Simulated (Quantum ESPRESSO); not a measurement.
# MnSi: spin-resolved density of states

Where do the states of the two spins of MnSi lie?

Method: PBEsol; plane waves with GBRV 1.5 PBEsol potentials, no spin-orbit coupling, in Quantum ESPRESSO 7.5.

The database entry behind the starting cell differs from later determinations by our own check (0.1 to 0.3 % short, probably kX units), so it need not match the best structure at ambient conditions.

## 1. Starting point

It takes space group P2_13 (No. 198, cubic). Conventional cell: a = 4.548 Å, b = 4.548 Å, c = 4.548 Å, α = 90.00°, β = 90.00°, γ = 90.00°. Nearest to Mn lie 7 Si at 2.30 to 2.53 Å. Nearest to Si lie 7 Mn at 2.30 to 2.53 Å. Farther neighbours are not listed.

Structure file:

```cif
data_structure
_symmetry_space_group_name_H-M 'P2_13'
_symmetry_Int_Tables_number 198
_cell_length_a 4.5480
_cell_length_b 4.5480
_cell_length_c 4.5480
_cell_angle_alpha 90.000
_cell_angle_beta 90.000
_cell_angle_gamma 90.000
_cell_volume 94.07
loop_
_atom_site_label
_atom_site_type_symbol
_atom_site_symmetry_multiplicity
_atom_site_Wyckoff_symbol
_atom_site_fract_x
_atom_site_fract_y
_atom_site_fract_z
_atom_site_occupancy
Mn1 Mn 4 a 0.13800 0.13800 0.13800 1
Si1 Si 4 a 0.84600 0.84600 0.84600 1
```

The cell comes from the Crystallography Open Database.

## 2. Ground-state run

This state came out lowest in a comparison of starts that is told elsewhere.

pw.in reads:

```
&CONTROL
  calculation = 'scf'
  prefix = 'pwscf'
  outdir = './tmp'
  pseudo_dir = './pseudo'
  disk_io = 'low'
/
&SYSTEM
  ibrav = 0
  celldm(1) = 8
  nat = 8
  ntyp = 3
  ecutwfc = 40
  ecutrho = 280
  nbnd = 58
  occupations = 'smearing'
  smearing = 'fd'
  degauss = 0.00734986
  nspin = 2
  starting_magnetization(1) = 0.2333
  starting_magnetization(2) = -0.2333
  starting_magnetization(3) = 0
/
&ELECTRONS
  conv_thr = 1.6d-08
  electron_maxstep = 150
  mixing_beta = 0.3
/
ATOMIC_SPECIES
Mn1    54.9380 mn_pbesol_v1.5.uspp.F.UPF
Mn2    54.9380 mn_pbesol_v1.5.uspp.F.UPF
Si     28.0850 si_pbesol_v1.uspp.F.UPF
CELL_PARAMETERS alat
   1.0743093018498    0.0000000000000    0.0000000000000
   0.0000000000000    1.0743093018498    0.0000000000000
   0.0000000000000    0.0000000000000    1.0743093018498
ATOMIC_POSITIONS crystal
Mn1     0.1380000000    0.1380000000    0.1380000000
Mn1     0.3620000000    0.8620000000    0.6380000000
Mn1     0.6380000000    0.3620000000    0.8620000000
Mn2     0.8620000000    0.6380000000    0.3620000000
Si      0.8460000000    0.8460000000    0.8460000000
Si      0.6540000000    0.1540000000    0.3460000000
Si      0.3460000000    0.6540000000    0.1540000000
Si      0.1540000000    0.3460000000    0.6540000000
K_POINTS automatic
6 6 6 0 0 0
```

Started as:

```console
> OMP_NUM_THREADS=1 mpirun -n 4 pw.x -nk 4 -in pw.in > pw.out
```

Log:

```text
Program PWSCF v.7.5 starts

     Message from routine setup:
     using ibrav=0 with symmetry is DISCOURAGED, use correct ibrav instead

     K-points division:     npool     =       4
     Subspace diagonalization in iterative solution of the eigenvalue problem:

     bravais-lattice index     =            0
     lattice parameter (alat)  =       8.0000  a.u.
     unit-cell volume          =     634.8308 (a.u.)^3
     number of atoms/cell      =            8
     number of atomic types    =            3
     number of electrons       =        76.00
     number of Kohn-Sham states=           58
     kinetic-energy cutoff     =      40.0000  Ry
     charge density cutoff     =     280.0000  Ry
     scf convergence threshold =      1.6E-08
     mixing beta               =       0.3000
     number of iterations used =            8  plain     mixing
     Exchange-correlation= SLA  PW   PSX  PSC
                           (   1   4  10   8   0   0   0)

     celldm(1)=   8.000000  celldm(2)=   0.000000  celldm(3)=   0.000000
     celldm(4)=   0.000000  celldm(5)=   0.000000  celldm(6)=   0.000000

     crystal axes: (cart. coord. in units of alat)
               a(1) = (   1.074309   0.000000   0.000000 )
               a(2) = (   0.000000   1.074309   0.000000 )
               a(3) = (   0.000000   0.000000   1.074309 )

     reciprocal axes: (cart. coord. in units 2 pi/alat)
               b(1) = (  0.930831  0.000000  0.000000 )
               b(2) = (  0.000000  0.930831  0.000000 )
               b(3) = (  0.000000  0.000000  0.930831 )

     PseudoPot. # 1 for Mn read from file:
     mn_pbesol_v1.5.uspp.F.UPF
     Pseudo is Ultrasoft + core correction, Zval = 15.0

     PseudoPot. # 2 for Mn read from file:
     mn_pbesol_v1.5.uspp.F.UPF
     Pseudo is Ultrasoft + core correction, Zval = 15.0

     PseudoPot. # 3 for Si read from file:
     si_pbesol_v1.uspp.F.UPF
     Pseudo is Ultrasoft + core correction, Zval =  4.0

     atomic species   valence    mass     pseudopotential
     Mn1              15.00    54.93800     Mn( 1.00)
     Mn2              15.00    54.93800     Mn( 1.00)
     Si                4.00    28.08500     Si( 1.00)

     Starting magnetic structure
     atomic species   magnetization
     Mn1             0.233
     Mn2            -0.233
     Si              0.000

      3 Sym. Ops. (no inversion) found ( 2 have fractional translation)

   Cartesian axes

     site n.     atom                  positions (alat units)
         1        Mn1    tau(   1) = (   0.1482547   0.1482547   0.1482547  )
         2        Mn1    tau(   2) = (   0.3889000   0.9260546   0.6854093  )
         3        Mn1    tau(   3) = (   0.6854093   0.3889000   0.9260546  )
         4        Mn2    tau(   4) = (   0.9260546   0.6854093   0.3889000  )
         5        Si     tau(   5) = (   0.9088657   0.9088657   0.9088657  )
         6        Si     tau(   6) = (   0.7025983   0.1654436   0.3717110  )
         7        Si     tau(   7) = (   0.3717110   0.7025983   0.1654436  )
         8        Si     tau(   8) = (   0.1654436   0.3717110   0.7025983  )

     number of k points=    40  Fermi-Dirac smearing, width (Ry)=  0.0073
                       cart. coord. in units 2pi/alat
        k(    1) = (   0.0000000   0.0000000   0.0000000), wk =   0.0046296
        k(    2) = (   0.0000000   0.0000000   0.1551384), wk =   0.0277778
        k(    3) = (   0.0000000   0.0000000   0.3102769), wk =   0.0277778
        k(    4) = (   0.0000000   0.0000000  -0.4654153), wk =   0.0138889
        k(    5) = (   0.0000000   0.1551384   0.1551384), wk =   0.0277778
        [... 35 further k-points ...]

     Dense  grid:    50181 G-vectors     FFT dimensions: (  48,  48,  48)

     Smooth grid:    21823 G-vectors     FFT dimensions: (  36,  36,  36)

     Check: negative core charge=   -0.000040
     Generating pointlists ...
     new r_m :   0.2241 (alat units)  1.7930 (a.u.) for type    1
     new r_m :   0.2241 (alat units)  1.7930 (a.u.) for type    2
     new r_m :   0.2241 (alat units)  1.7930 (a.u.) for type    3

     Initial potential from superposition of free atoms

     starting charge      73.9971, renormalised to      76.0000
     Starting wfcs are   68 randomized atomic wfcs

     Self-consistent Calculation

     iteration #  1     ecut=    40.00 Ry     beta= 0.30
     Davidson diagonalization with overlap
     ethr =  1.00E-02,  avg # of iterations =  4.9

     total energy              =    -880.58656194 Ry
     estimated scf accuracy    <       7.84495861 Ry

     total magnetization       =     2.97 Bohr mag/cell
     absolute magnetization    =     7.18 Bohr mag/cell

     iteration #  2     ecut=    40.00 Ry     beta= 0.30
     Davidson diagonalization with overlap
     ethr =  1.00E-02,  avg # of iterations =  2.1

     total energy              =    -882.19946107 Ry
     estimated scf accuracy    <       4.39474973 Ry

     total magnetization       =     3.50 Bohr mag/cell
     absolute magnetization    =     8.63 Bohr mag/cell

     [... further iterations left out ...]

     iteration # 25     ecut=    40.00 Ry     beta= 0.30
     Davidson diagonalization with overlap
     ethr =  4.20E-10,  avg # of iterations =  2.7

     total energy              =    -882.87873327 Ry
     estimated scf accuracy    <       0.00000014 Ry

     total magnetization       =     3.84 Bohr mag/cell
     absolute magnetization    =     4.47 Bohr mag/cell

     iteration # 26     ecut=    40.00 Ry     beta= 0.30
     Davidson diagonalization with overlap
     ethr =  1.89E-10,  avg # of iterations =  2.0

     Magnetic moment per site  (integrated on atomic sphere of radius R)
     atom   1 (R=0.224)  charge= 12.9864  magn=  0.9784
     atom   2 (R=0.224)  charge= 12.9864  magn=  0.9784
     atom   3 (R=0.224)  charge= 12.9864  magn=  0.9784
     atom   4 (R=0.224)  charge= 12.9864  magn=  0.9783
     atom   5 (R=0.224)  charge=  1.7425  magn= -0.0414
     atom   6 (R=0.224)  charge=  1.7425  magn= -0.0414
     atom   7 (R=0.224)  charge=  1.7425  magn= -0.0414
     atom   8 (R=0.224)  charge=  1.7425  magn= -0.0414

     End of self-consistent calculation

     [... lines left out ...]
     the Fermi energy is    15.5124 ev

!    total energy              =    -882.87873362 Ry
     estimated scf accuracy    <          1.9E-09 Ry
     smearing contrib. (-TS)   =      -0.01481990 Ry
     internal energy E=F+TS    =    -882.86391372 Ry

     The total energy is F=E-TS. E is the sum of the following terms:
     one-electron contribution =    -461.11840183 Ry
     hartree contribution      =     271.42012025 Ry
     xc contribution           =    -122.93429778 Ry
     ewald contribution        =    -570.23133436 Ry

     total magnetization       =     3.84 Bohr mag/cell
     absolute magnetization    =     4.47 Bohr mag/cell

     convergence has been achieved in  26 iterations

=------------------------------------------------------------------------------=
   JOB DONE.
=------------------------------------------------------------------------------=
```

Run time: 2.8 min. Hardware: 4 MPI ranks of Arm Neoverse V1, shared host; peak memory 0.68 GiB.

Spin moment in the atom's sphere by atom:

```
atom  spin moment in the atom's sphere (μB)
 Mn1                                  0.978
 Mn2                                  0.978
 Mn3                                  0.978
 Mn4                                  0.978
 Si5                                 -0.041
 Si6                                 -0.041
 Si7                                 -0.041
 Si8                                 -0.041
```

Read from the output:

| Quantity | Value |
| --- | --- |
| smearing term TS | 0.2016 eV |
| magnetization | 3.841 μB |
| absolute magnetization | 4.474 μB |
| final state | ferromagnetic |

The typed signs were not kept.

(Part 1 of 2 ends here.)

[Logs and program files are shortened in this print: banners, set-up blocks, solver, clock and traceback lines can be left out without a mark of their own.]

[Logs are printed without paths, hosts, clocks, repeated set-up lines and the standing remarks that a program may print on its own settings, such as how far it seeks lower states.]

[Hosts, paths, dates, database ids (printed as entryN), source tags and the programs' standing remarks are cut or masked in the printed files.]

[Where a cell is said to come from a database of computed structures, the database is the Materials Project.]
